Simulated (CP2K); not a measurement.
Consider propene at its PBE geometry (Å).

```xyz
9

C    -1.1156    0.1005   -0.2003
C     0.1954   -0.0349    0.5115
C     1.3885   -0.1126   -0.0864
H    -1.7878   -0.7373    0.0433
H    -1.6407    1.0185    0.1072
H    -0.9810    0.1290   -1.2901
H     0.1500   -0.0711    1.6049
H     1.4797   -0.0810   -1.1746
H     2.3115   -0.2111    0.4847
```

Method: CP2K XAS_TDP, all-electron GAPW, PBEh(45%), aug-cc-pVDZ, TDA, no relativity.

Q: Predict the bright core excitations at the C K edge.

Leading lines: C1 284.44 eV, C2 281.25 eV and C3 281.07 eV. The leading line of an atom is its first one with 35 % of the strongest within 2.5 eV of its lowest line over the strength cut. 

The first six lines of each atom with a strength over 0.0015:

| atom | energy (eV) | states | strength, one atom |
| --- | --- | --- | --- |
| C1 (bonded to C and 3 H) | 283.74 | 1 | 0.0055 |
|  | 284.44 | 1 | 0.0174 |
|  | 284.62 | 1 | 0.0203 |
|  | 285.50 | 1 | 0.0055 |
|  | 285.71 | 1 | 0.0029 |
|  | 286.33 | 1 | 0.0040 |
| C2 (bonded to 2 C and H) | 281.25 | 1 | 0.0557 |
|  | 284.20 | 1 | 0.0106 |
|  | 284.96 | 1 | 0.0021 |
|  | 286.18 | 1 | 0.0033 |
|  | 286.53 | 1 | 0.0042 |
|  | 286.94 | 1 | 0.0055 |
| C3 (bonded to C and 2 H) | 281.07 | 1 | 0.0490 |
|  | 283.83 | 1 | 0.0054 |
|  | 284.29 | 1 | 0.0155 |
|  | 284.74 | 1 | 0.0017 |
|  | 285.16 | 1 | 0.0040 |
|  | 285.42 | 1 | 0.0046 |

Lines are vertical, at one geometry, with no vibrational structure. Without a correction of the core level, line positions, and the gaps between valence and Rydberg lines, follow the share of exact exchange. At this level such K lines come out 3 to 6 eV under measured ones. These values hold no scalar relativity, about 0.1 eV for C 1s. Rydberg lines, and the discretised continuum above threshold, depend on the basis and the box.

[Banner, clock and machine lines of the logs are left out without a mark of their own.]

[Logs are printed without paths, hosts, clocks, repeated set-up lines and the standing remarks that a program may print on its own settings, such as how far it seeks lower states.]

[Hosts, paths, dates, database ids (printed as entryN), source tags and the programs' standing remarks are cut or masked in the printed files.]
